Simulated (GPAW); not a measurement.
**The basis that the transmission of C2 in line between two Ru chains needs**

Wanted: the zero-bias transmission of C2 in line between two Ru chains on a ladder of levels, with run times.

Main program and level: GPAW 26.7.0; GPAW LCAO, PAW setups; Landauer transmission from Green's functions with principal layers (ASE), zero bias.

Report form: the programs' logs are mostly left out.

## (1) The starting structure

The cell holds 16 atoms: 14 Ru and 2 C. Its edges and angles: a = 9.000 Å, b = 9.000 Å, c = 33.957 Å, α = 90.0°, β = 90.0°, γ = 90.0°. Regions: left lead, 7 atoms (7 Ru); channel, 2 atoms (2 C); right lead, 7 atoms (7 Ru). Vacuum lies along a and b. The structure is stacked along c, and the current runs across the ab planes.

## (2) Double-zeta polarised basis

The script solves lead and junction separately, takes H and S in the orbital basis, and joins semi-infinite leads through their self-energies; the dzp basis is the working standard.

File run.py:

```python
import json
import numpy as np
from ase import Atoms
from ase.transport.calculators import TransportCalculator
from gpaw import GPAW, FermiDirac
from gpaw.lcao.tools import get_lcao_hamiltonian
from scipy.linalg import eigh

# The junction with lead layers at both ends, along the third cell vector
device = Atoms(
    ['Ru', 'Ru', 'Ru', 'Ru', 'Ru', 'Ru', 'Ru', 'C', 'C', 'Ru', 'Ru', 'Ru', 'Ru', 'Ru', 'Ru', 'Ru'],
    positions=[
        [4.50000, 4.50000, 1.12500],
        [4.50000, 4.50000, 3.37500],
        [4.50000, 4.50000, 5.62500],
        [4.50000, 4.50000, 7.87500],
        [4.50000, 4.50000, 10.12500],
        [4.50000, 4.50000, 12.37500],
        [4.50000, 4.50000, 14.62500],
        [4.50000, 4.50000, 16.35850],
        [4.50000, 4.50000, 17.59850],
        [4.50000, 4.50000, 19.33200],
        [4.50000, 4.50000, 21.58200],
        [4.50000, 4.50000, 23.83200],
        [4.50000, 4.50000, 26.08200],
        [4.50000, 4.50000, 28.33200],
        [4.50000, 4.50000, 30.58200],
        [4.50000, 4.50000, 32.83200]],
    cell=[[9.0, 0.0, 0.0], [0.0, 9.0, 0.0], [0.0, 0.0, 33.957]],
    pbc=True)

# One principal layer of the lead: the first 5 atoms of the device
lead = Atoms(
    ['Ru', 'Ru', 'Ru', 'Ru', 'Ru'],
    positions=[
        [4.50000, 4.50000, 1.12500],
        [4.50000, 4.50000, 3.37500],
        [4.50000, 4.50000, 5.62500],
        [4.50000, 4.50000, 7.87500],
        [4.50000, 4.50000, 10.12500]],
    cell=[[9.0, 0.0, 0.0], [0.0, 9.0, 0.0], [0.0, 0.0, 11.25]],
    pbc=True)

settings = dict(mode='lcao', basis='dzp', xc='PBE', h=0.2,
                occupations=FermiDirac(0.1), maxiter=250,
                mixer=dict(beta=0.1, nmaxold=8, weight=100.0),
                convergence=dict(density=0.0001))
energies = np.arange(-3, 3 + 1e-9, 0.075)
eta = 0.0001
n1, n2 = 1, 1
# k and -k transmit alike, so half of the mesh across the current serves
mesh = [(i, j) for i in range(n1) for j in range(n2) if (i, j) <= (-i % n1, -j % n2)]
weights = np.array([1 if (i, j) == (-i % n1, -j % n2) else 2 for i, j in mesh]) / (n1 * n2)

# [... helper functions left out ...]
fermi_lead = ground_state(lead, (1, 1, 10), 'lead.txt')
fermi_device = ground_state(device, (1, 1, 3), 'device.txt')
# [... loop over the mesh left out, but for ...]
        # Shift the lead onto the potential of the device's first layer
        shift = ((H[:, 0, 0] - H0[:, 0, 0]) / S0[0, 0]).real.mean()
# [...]
kT = 8.617333e-5 * 77
bias = [0.1, 0.2, 0.5, 1.0, 1.5, 2.0]
# [... integrals and printing left out ...]
```

The run is started by

```
$ OMP_NUM_THREADS=1 OPENBLAS_NUM_THREADS=1 python run.py
```

It took 4 min on 1 thread of Arm Neoverse V1, shared host; peak memory 1.4 GiB.

Numbers from this step:

| Quantity | Value |
| --- | --- |
| conductance | 2.202 G₀ |
| largest coupling past the next principal layer | 2.00e-5 eV |
| largest misfit of the first principal layer | 0.08345 eV |
| shift that aligns the lead | 0.006660 eV |
| basis functions of the junction | 432 |
| basis functions of a principal layer | 145 |
| transmission at the Fermi level (one spin) | 2.202 |

One spin. Transmission, zone mean against energy, zero at the Fermi level:

| energy (eV) | transmission, zone mean |
| --- | --- |
| -3.00 | 2.06 |
| -2.77 | 2.09 |
| -2.55 | 2.10 |
| -2.40 | 2.10 |
| -2.17 | 2.11 |
| -1.95 | 2.11 |
| -1.73 | 2.12 |
| -1.57 | 2.13 |
| -1.35 | 2.14 |
| -1.12 | 2.16 |
| -0.90 | 2.17 |
| -0.75 | 2.17 |
| -0.53 | 2.18 |
| -0.30 | 2.17 |
| -0.07 | 2.20 |
| 0.00 | 2.20 |
| 0.07 | 2.20 |
| 0.15 | 2.21 |
| 0.30 | 2.20 |
| 0.53 | 2.20 |
| 0.75 | 2.19 |
| 0.90 | 2.17 |
| 1.12 | 2.14 |
| 1.35 | 2.09 |
| 1.57 | 2.01 |
| 1.73 | 1.91 |
| 1.95 | 1.69 |
| 2.17 | 0.0685 |
| 2.40 | 0.0615 |
| 2.55 | 0.0581 |
| 2.77 | 1.59 |
| 3.00 | 1.49 |

Not self-consistent under bias; the bias window is split evenly. The current through one cell, from the zero-bias transmission by bias:

| bias (V) | current through one cell, from the zero-bias transmission (μA) |
| --- | --- |
| 0.100 | 17.1 |
| 0.200 | 34.1 |
| 0.500 | 85.2 |
| 1.000 | 170 |
| 1.500 | 255 |
| 2.000 | 339 |

Table of transmission of the three most open eigenchannels by energy, zero at the Fermi level:

| energy (eV) | channel 1 | channel 2 | channel 3 |
| --- | --- | --- | --- |
| -3.0000 | 0.985 | 0.985 | 0.0895 |
| -2.7750 | 0.998 | 0.998 | 0.0941 |
| -2.4750 | 0.997 | 0.997 | 0.101 |
| -2.2500 | 0.998 | 0.998 | 0.108 |
| -2.0250 | 0.998 | 0.998 | 0.114 |
| -1.7250 | 0.998 | 0.998 | 0.123 |
| -1.5000 | 0.999 | 0.999 | 0.133 |
| -1.2750 | 0.999 | 0.999 | 0.152 |
| -0.9750 | 0.999 | 0.999 | 0.170 |
| -0.7500 | 0.999 | 0.999 | 0.173 |
| -0.5250 | 0.999 | 0.999 | 0.178 |
| -0.2250 | 0.998 | 0.998 | 0.193 |
| 0.0000 | 0.998 | 0.998 | 0.204 |
| 0.2250 | 0.998 | 0.998 | 0.208 |
| 0.5250 | 0.996 | 0.996 | 0.207 |
| 0.7500 | 0.991 | 0.991 | 0.203 |
| 0.9750 | 0.983 | 0.983 | 0.197 |
| 1.2750 | 0.964 | 0.964 | 0.178 |
| 1.5000 | 0.941 | 0.941 | 0.159 |
| 1.7250 | 0.899 | 0.899 | 0.108 |
| 2.0250 | 0.725 | 0.725 | 0.0756 |
| 2.2500 | 0.0658 | 5.2e-7 | 1.0e-8 |
| 2.4750 | 0.0597 | 5.3e-7 | 8.9e-9 |
| 2.7750 | 0.768 | 0.768 | 0.0541 |
| 3.0000 | 0.721 | 0.721 | 0.0509 |

Couplings past the next layer reach 2.0e-5 eV, small enough to drop; the matrix elements of the cell's first layer differ from the bulk lead's by up to 0.083 eV. That layer keeps its own values in the calculation, and only beyond it is the lead taken as perfect. The Fermi levels of lead and junction count from different zeros of potential, one for each periodic cell; with both set to zero, the small remaining shift is what aligns them. By hand: G = 2.202 × 77.48 μS = 171 μS, a resistance of 5.86 kΩ; at 0.1 V a linear junction would pass 17.1 μA, and the integral over the bias window gives 17.1 μA.

## (3) Single-zeta polarised basis

One radial function a shell plus polarisation makes the matrices smaller; the question is what that costs.

run.py, as its differences from that of step 2:

```diff
@@ -43,3 +43,3 @@
 
-settings = dict(mode='lcao', basis='dzp', xc='PBE', h=0.2,
+settings = dict(mode='lcao', basis='szp(dzp)', xc='PBE', h=0.2,
                 occupations=FermiDirac(0.1), maxiter=250,
```

It took 2.4 min on 1 thread; peak memory 1.3 GiB.

This step gave:

- conductance: 2.196 G₀
- largest coupling past the next principal layer: 2.01e-5 eV
- largest misfit of the first principal layer: 0.09670 eV
- shift that aligns the lead: 0.008617 eV
- basis functions of the junction: 242
- basis functions of a principal layer: 80
- transmission at the Fermi level (one spin): 2.196

One spin. The transmission, zone mean by energy, zero at the Fermi level:

| energy (eV) | transmission, zone mean |
| --- | --- |
| -3.0000 | 2.07 |
| -2.7750 | 2.08 |
| -2.4750 | 2.08 |
| -2.2500 | 2.10 |
| -2.0250 | 2.11 |
| -1.7250 | 2.11 |
| -1.5000 | 2.12 |
| -1.2750 | 2.13 |
| -0.9750 | 2.16 |
| -0.7500 | 2.17 |
| -0.5250 | 2.17 |
| -0.2250 | 2.18 |
| 0.0000 | 2.20 |
| 0.1500 | 2.20 |
| 0.2250 | 2.20 |
| 0.5250 | 2.18 |
| 0.7500 | 2.16 |
| 0.9750 | 2.13 |
| 1.2750 | 2.04 |
| 1.5000 | 1.94 |
| 1.7250 | 1.71 |
| 2.0250 | 0.816 |
| 2.2500 | 0.0593 |
| 2.4750 | 0.0543 |
| 2.7750 | 1.21 |
| 3.0000 | 1.32 |

Not self-consistent under bias; the bias window is split evenly. Table of current through one cell, from the zero-bias transmission by bias:

| bias (V) | current through one cell, from the zero-bias transmission (μA) |
| --- | --- |
| 0.100 | 17.0 |
| 0.200 | 34.0 |
| 0.500 | 85.0 |
| 1.000 | 170 |
| 1.500 | 254 |
| 2.000 | 337 |

Transmission of the three most open eigenchannels against energy, zero at the Fermi level:

| energy (eV) | channel 1 | channel 2 | channel 3 |
| --- | --- | --- | --- |
| -3.00 | 0.995 | 0.995 | 0.0831 |
| -2.77 | 0.997 | 0.997 | 0.0889 |
| -2.55 | 0.993 | 0.993 | 0.0953 |
| -2.40 | 0.995 | 0.995 | 0.0996 |
| -2.17 | 0.998 | 0.998 | 0.106 |
| -1.95 | 0.999 | 0.999 | 0.111 |
| -1.73 | 0.998 | 0.998 | 0.117 |
| -1.57 | 0.999 | 0.999 | 0.122 |
| -1.35 | 0.999 | 0.999 | 0.131 |
| -1.12 | 0.999 | 0.999 | 0.148 |
| -0.90 | 0.999 | 0.999 | 0.163 |
| -0.75 | 0.998 | 0.998 | 0.169 |
| -0.53 | 0.997 | 0.997 | 0.177 |
| -0.30 | 0.996 | 0.996 | 0.188 |
| -0.07 | 0.995 | 0.995 | 0.201 |
| 0.00 | 0.995 | 0.995 | 0.205 |
| 0.07 | 0.995 | 0.995 | 0.208 |
| 0.30 | 0.993 | 0.993 | 0.209 |
| 0.53 | 0.988 | 0.988 | 0.207 |
| 0.75 | 0.977 | 0.977 | 0.209 |
| 0.90 | 0.966 | 0.966 | 0.209 |
| 1.12 | 0.945 | 0.945 | 0.200 |
| 1.35 | 0.914 | 0.914 | 0.184 |
| 1.57 | 0.864 | 0.864 | 0.160 |
| 1.73 | 0.805 | 0.805 | 0.0981 |
| 1.95 | 0.587 | 0.587 | 0.0724 |
| 2.17 | 0.0617 | 3.4e-8 | 3.8e-9 |
| 2.40 | 0.0557 | 3.6e-8 | 4.0e-10 |
| 2.55 | 0.0530 | 3.7e-8 | 1.3e-9 |
| 2.77 | 0.578 | 0.578 | 0.0500 |
| 3.00 | 0.635 | 0.635 | 0.0478 |

The conductance, 2.20 G₀, lies 0.3 % below that of the dzp run.

## (4) GPAW, sz: basis = "sz(dzp)"

The minimal basis is the cheapest rung: no second zeta and no polarisation.

run.py, as its differences from that of step 3:

```diff
@@ -43,3 +43,3 @@
 
-settings = dict(mode='lcao', basis='szp(dzp)', xc='PBE', h=0.2,
+settings = dict(mode='lcao', basis='sz(dzp)', xc='PBE', h=0.2,
                 occupations=FermiDirac(0.1), maxiter=250,
```

Wall time 1.7 min (1 thread); peak memory 1.2 GiB.

This step gave:

- conductance: 2.173 G₀
- largest coupling past the next principal layer: 2.00e-5 eV
- largest misfit of the first principal layer: 0.07538 eV
- shift that aligns the lead: 0.006649 eV
- basis functions of the junction: 190
- basis functions of a principal layer: 65
- transmission at the Fermi level (one spin): 2.173

One spin. The transmission, zone mean by energy, zero at the Fermi level:

| energy (eV) | transmission, zone mean |
| --- | --- |
| -3.00 | 2.05 |
| -2.85 | 2.08 |
| -2.70 | 2.09 |
| -2.55 | 2.09 |
| -2.33 | 2.09 |
| -2.17 | 2.09 |
| -2.02 | 2.09 |
| -1.88 | 2.09 |
| -1.73 | 2.09 |
| -1.57 | 2.10 |
| -1.35 | 2.11 |
| -1.20 | 2.13 |
| -1.05 | 2.14 |
| -0.90 | 2.14 |
| -0.75 | 2.14 |
| -0.60 | 2.15 |
| -0.38 | 2.15 |
| -0.23 | 2.16 |
| -0.07 | 2.17 |
| 0.00 | 2.17 |
| 0.07 | 2.18 |
| 0.23 | 2.18 |
| 0.38 | 2.18 |
| 0.60 | 2.17 |
| 0.75 | 2.16 |
| 0.90 | 2.15 |
| 1.05 | 2.12 |
| 1.20 | 2.09 |
| 1.35 | 2.04 |
| 1.57 | 1.92 |
| 1.73 | 1.72 |
| 1.88 | 1.43 |
| 2.02 | 0.476 |
| 2.17 | 0.0705 |
| 2.33 | 0.0669 |
| 2.55 | 0.0634 |
| 2.70 | 0.0618 |
| 2.85 | 0.552 |
| 3.00 | 1.21 |

The conductance, 2.17 G₀, lies 1.3 % below that of the dzp run.

## (5) LDA in the dzp basis: xc = "LDA"

Back in the dzp basis, the functional changes from PBE to LDA, to set the spread between functionals beside that between bases.

run.py, as its differences from that of step 4:

```diff
@@ -43,3 +43,3 @@
 
-settings = dict(mode='lcao', basis='sz(dzp)', xc='PBE', h=0.2,
+settings = dict(mode='lcao', basis='dzp', xc='LDA', h=0.2,
                 occupations=FermiDirac(0.1), maxiter=250,
```

It took 3.7 min on 1 thread; peak memory 1.3 GiB.

This step gave:

* conductance: 2.193 G₀
* largest coupling past the next principal layer: 2.03e-5 eV
* largest misfit of the first principal layer: 0.07785 eV
* shift that aligns the lead: 0.007247 eV
* basis functions of the junction: 432
* basis functions of a principal layer: 145
* transmission at the Fermi level (one spin): 2.193

One spin. Table of transmission, zone mean by energy, zero at the Fermi level:

| energy (eV) | transmission, zone mean |
| --- | --- |
| -3.0000 | 2.05 |
| -2.7750 | 2.08 |
| -2.4750 | 2.09 |
| -2.2500 | 2.10 |
| -2.0250 | 2.10 |
| -1.7250 | 2.11 |
| -1.5000 | 2.12 |
| -1.2750 | 2.14 |
| -0.9750 | 2.15 |
| -0.7500 | 2.16 |
| -0.5250 | 2.16 |
| -0.2250 | 2.18 |
| 0.0000 | 2.19 |
| 0.1500 | 2.20 |
| 0.2250 | 2.20 |
| 0.5250 | 2.18 |
| 0.7500 | 2.17 |
| 0.9750 | 2.14 |
| 1.2750 | 2.09 |
| 1.5000 | 2.02 |
| 1.7250 | 1.90 |
| 2.0250 | 1.59 |
| 2.2500 | 0.0566 |
| 2.4750 | 0.0513 |
| 2.7750 | 1.61 |
| 3.0000 | 1.54 |

The conductance, 2.19 G₀, lies 0.4 % below that of the dzp run.

## (6) The ladder

Times are for 1 thread of Arm Neoverse V1, shared host. The series side by side:

| no. | run | conductance (G₀) | time | memory (GiB) |
| --- | --- | --- | --- | --- |
| 1 | dzp | 2.202 | 4 min | 1.4 |
| 2 | szp | 2.196 | 2.4 min | 1.3 |
| 3 | sz | 2.173 | 1.7 min | 1.2 |
| 4 | dzp LDA | 2.193 | 3.7 min | 1.3 |

## (7) Comparison

The curves are compared point by point over the common energies.

This step: comparison of transmission and cost over codes and levels (GPAW 26.7.0).

Ladder, by row:

| step | code | T at the Fermi level (sum over the listed spins) | conductance (G0) | r.m.s. T(E) from the first | wall time (s) | peak memory (GiB) | threads |
| --- | --- | --- | --- | --- | --- | --- | --- |
| dzp | GPAW | 2.202 | 2.202 | 0 | 242.6 | 1.36 | 1 |
| szp | GPAW | 2.196 | 2.196 | 0.2854 | 146.2 | 1.27 | 1 |
| sz | GPAW | 2.173 | 2.173 | 0.3613 | 102.6 | 1.2 | 1 |
| dzp-LDA | GPAW | 2.193 | 2.193 | 0.05119 | 223.7 | 1.34 | 1 |

The transmission, zone mean, sum over the listed spins by energy, zero at the Fermi level:

| energy (eV) | dzp | szp | sz | dzp-LDA |
| --- | --- | --- | --- | --- |
| -3.00 | 2.06 | 2.07 | 2.05 | 2.05 |
| -2.77 | 2.09 | 2.08 | 2.08 | 2.08 |
| -2.55 | 2.10 | 2.08 | 2.09 | 2.09 |
| -2.25 | 2.10 | 2.10 | 2.09 | 2.10 |
| -2.02 | 2.11 | 2.11 | 2.09 | 2.10 |
| -1.80 | 2.12 | 2.11 | 2.09 | 2.10 |
| -1.57 | 2.13 | 2.12 | 2.10 | 2.11 |
| -1.35 | 2.14 | 2.13 | 2.11 | 2.13 |
| -1.05 | 2.17 | 2.15 | 2.14 | 2.15 |
| -0.82 | 2.17 | 2.16 | 2.14 | 2.16 |
| -0.60 | 2.17 | 2.17 | 2.15 | 2.16 |
| -0.38 | 2.18 | 2.18 | 2.15 | 2.17 |
| -0.15 | 2.19 | 2.19 | 2.16 | 2.19 |
| 0.00 | 2.20 | 2.20 | 2.17 | 2.19 |
| 0.15 | 2.21 | 2.20 | 2.18 | 2.20 |
| 0.38 | 2.20 | 2.19 | 2.18 | 2.19 |
| 0.60 | 2.20 | 2.18 | 2.17 | 2.18 |
| 0.82 | 2.18 | 2.15 | 2.15 | 2.16 |
| 1.05 | 2.15 | 2.11 | 2.12 | 2.13 |
| 1.35 | 2.09 | 2.01 | 2.04 | 2.07 |
| 1.57 | 2.01 | 1.89 | 1.92 | 2.00 |
| 1.80 | 1.85 | 1.60 | 1.60 | 1.85 |
| 2.02 | 1.53 | 0.816 | 0.476 | 1.59 |
| 2.25 | 0.0658 | 0.0593 | 0.0685 | 0.0566 |
| 2.55 | 0.0581 | 0.0530 | 0.0634 | 0.0499 |
| 2.77 | 1.59 | 1.21 | 0.0611 | 1.61 |
| 3.00 | 1.49 | 1.32 | 1.21 | 1.54 |

## (8) Mixing 0.25, SCF mesh 1×1×1

Mixing changes the road to self-consistency, not its end. The mixing history changes the road to self-consistency, not its end. The SCF mesh sets the Fermi level of the repeated cell. A smaller basis is cheaper in every inversion.

This step: GPAW LCAO, PAW setups; Landauer transmission from Green's functions with principal layers (ASE), zero bias (GPAW 26.7.0).

run.py, as its differences from that of step 5:

```diff
@@ -43,5 +43,5 @@
 
-settings = dict(mode='lcao', basis='dzp', xc='LDA', h=0.2,
+settings = dict(mode='lcao', basis='sz(dzp)', xc='PBE', h=0.2,
                 occupations=FermiDirac(0.1), maxiter=250,
-                mixer=dict(beta=0.1, nmaxold=8, weight=100.0),
+                mixer=dict(beta=0.25, nmaxold=5, weight=100.0),
                 convergence=dict(density=0.0001))
@@ -56,3 +56,3 @@
 fermi_lead = ground_state(lead, (1, 1, 10), 'lead.txt')
-fermi_device = ground_state(device, (1, 1, 3), 'device.txt')
+fermi_device = ground_state(device, (1, 1, 1), 'device.txt')
 # [... loop over the mesh left out, but for ...]
```

It took 1.8 min on 1 thread; peak memory 1.1 GiB.

The run finished with changed settings (beta = 0.25, nmaxold = 5, scf_mesh = [1, 1, 1] and basis = "sz(dzp)"); it serves as a test.

The two runs compared:

| quantity | this run | sound run | difference |
| --- | --- | --- | --- |
| conductance (G₀) | 2.1710 | 2.2017 | -0.0307 |
| largest coupling past the next principal layer (eV) | 2.004e-5 | 2.002e-5 | 2.2e-8 |
| largest misfit of the first principal layer (eV) | 0.075476 | 0.083446 | -0.00797 |
| shift that aligns the lead (eV) | 0.041020 | 0.0066596 | 0.0344 |
| basis functions of the junction | 190 | 432 | -242 |
| basis functions of a principal layer | 65 | 145 | -80 |
| transmission at the Fermi level (one spin) | 2.1714 | 2.2018 | -0.0304 |

The two runs differ clearly in the shift that aligns the lead: 0.0410 eV against 0.00666 eV.

## (9) K-points along the lead 4, broadening 1e-05, temperature 1000

The lead's own mesh along the current sets its density and potential; where the lead is aligned to the junction's end layer, a rigid shift drops out. The broadening keeps the Green's functions finite; too large a value absorbs electrons where channels are open and leaks them where none are. Temperature enters only through the Fermi window.

run.py, as its differences from that of step 8:

```diff
@@ -43,8 +43,8 @@
 
-settings = dict(mode='lcao', basis='sz(dzp)', xc='PBE', h=0.2,
+settings = dict(mode='lcao', basis='dzp', xc='PBE', h=0.2,
                 occupations=FermiDirac(0.1), maxiter=250,
-                mixer=dict(beta=0.25, nmaxold=5, weight=100.0),
+                mixer=dict(beta=0.1, nmaxold=8, weight=100.0),
                 convergence=dict(density=0.0001))
 energies = np.arange(-3, 3 + 1e-9, 0.075)
-eta = 0.0001
+eta = 1e-05
 n1, n2 = 1, 1
@@ -55,4 +55,4 @@
 # [... helper functions left out ...]
-fermi_lead = ground_state(lead, (1, 1, 10), 'lead.txt')
-fermi_device = ground_state(device, (1, 1, 1), 'device.txt')
+fermi_lead = ground_state(lead, (1, 1, 4), 'lead.txt')
+fermi_device = ground_state(device, (1, 1, 3), 'device.txt')
 # [... loop over the mesh left out, but for ...]
@@ -61,3 +61,3 @@
 # [...]
-kT = 8.617333e-5 * 77
+kT = 8.617333e-5 * 1000
 bias = [0.1, 0.2, 0.5, 1.0, 1.5, 2.0]
```

Elapsed: 4 min, on 1 thread; peak memory 1.4 GiB.

The run finished with changed settings (lead_nz = 4, eta = 1e-05 and temperature = 1000); it serves as a test.

Side by side:

| quantity | this run | sound run | difference |
| --- | --- | --- | --- |
| conductance (G₀) | 2.2025 | 2.2017 | 7.3e-4 |
| largest coupling past the next principal layer (eV) | 2.001e-5 | 2.002e-5 | -9.9e-9 |
| largest misfit of the first principal layer (eV) | 0.083455 | 0.083446 | 8.5e-6 |
| shift that aligns the lead (eV) | -0.0084796 | 0.0066596 | -0.0151 |
| transmission at the Fermi level (one spin) | 2.2048 | 2.2018 | 0.00298 |

## (10) What came out

```yaml
conductance: 2.20 G₀
transmission_at_the_fermi_level_mean_of_the_spins: 2.20
thermopower: about 0 (under 1.5 μV/K)
```

What this shows: In the dzp basis the junction conducts 2.20 G₀ at 77 K, with T = 2.20 a spin at the Fermi level; the sz basis reaches that conductance within 10 %. At the Fermi level the three most open eigenchannels pass 1.00, 1.00 and 0.20. Measured against the first run (dzp), the nearest curve is that of dzp-LDA (r.m.s. 0.051) and the farthest that of sz (0.36). Over the compared runs wall time goes from 103 s (sz) to 243 s (dzp), on a shared host. The geometry was built from estimated bond lengths and not relaxed, so the numbers describe this model structure. The run had no spin polarisation, so a magnetic state, which chains and small molecules with open shells often have, wasn't tested. An evenly spaced straight chain is an idealisation: free chains tend to dimerise, zigzag or, where a band edge lies near the Fermi level, turn magnetic. The currents use the zero-bias T(E) throughout, which holds only while the bias is small against the distance to the nearest feature. The energy step is wider than the thermal energy, so the conductance and thermopower rest on interpolation of T(E).

[Logs are printed without paths, hosts, clocks, repeated set-up lines and the standing remarks that a program may print on its own settings, such as how far it seeks lower states.]

[Hosts, paths, dates, database ids (printed as entryN), source tags and the programs' standing remarks are cut or masked in the printed files.]
